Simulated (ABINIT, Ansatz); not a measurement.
An input for ABINIT 10.8.3 (Ba2H6Os (Fm-3m)):

```
acell 3*1.0 Angstrom
rprim 
  -0.000000000000 4.046207840000 4.046207840000
  4.046207840000 -0.000000000000 4.046207840000
  4.046207840000 4.046207840000 -0.000000000000
ntypat 3
znucl 56 1 76
natom 9
typat 1 1 2 2 2 2 2 2 3
xred 
  0.750000000000 0.750000000000 0.750000000000
  0.250000000000 0.250000000000 0.250000000000
  0.785917090000 0.785917090000 0.214082910000
  0.214082910000 0.785917090000 0.214082910000
  0.785917090000 0.214082910000 0.214082910000
  0.214082910000 0.214082910000 0.785917090000
  0.785917090000 0.214082910000 0.785917090000
  0.214082910000 0.785917090000 0.785917090000
  0.000000000000 0.000000000000 0.000000000000
pp_dirpath "pseudos"
pseudos "Ba.upf, H.upf, Os.upf"
ecut 33
ngkpt 2 2 2
nshiftk 1
shiftk 0 0 0
kptopt 1
chksymbreak 0
istwfk *1
occopt 1
irdwfk 1
optdriver 99
bs_calctype 1
mbpt_sciss 0.801 eV
bs_loband 16
nband 29
bs_exchange_term 1
bs_coulomb_term 11
bs_coupling 1
bs_algorithm 1
bs_freq_mesh 0 7 0.05 eV
zcut 0.15 eV
ecuteps 3.6
ecutwfn 16.5
inclvkb 2
irdscr 1
indata_prefix "in"
outdata_prefix "out"
tmpdata_prefix "tmp"
```

```sh
OMP_NUM_THREADS=1 mpirun -n 4 abinit run.abi > log
```

Q: Estimate wall time and host memory on 4 MPI ranks of Arm Neoverse V1, shared host.

It took 22 s; on shared hardware allow 11 s to 44 s. Peak host memory was 0.57 GiB.

The matrix is small, so building the kernel's matrix elements and any screening outweighs its diagonalisation.

[Paths, hosts, dates, memory and timing lines, banners, echoed tables and standing remarks are left out of the program output.]

[Logs are printed without paths, hosts, clocks, repeated set-up lines and the standing remarks that a program may print on its own settings, such as how far it seeks lower states.]

[Runs of the session that timed out or met a known fault of the program may be left out.]

[Hosts, paths, dates, database ids (printed as entryN), source tags and the programs' standing remarks are cut or masked in the printed files.]

[G0W0 gaps are taken among the corrected bands and points alone; a level outside them can change the order at an edge.]

[Where Ansatz stands beside ABINIT at settings called matched, ABINIT's density can come from a denser mesh and the files from another edition; pairs whose starting gaps differed by over 0.03 eV were left out, so agreement reads better than it is.]
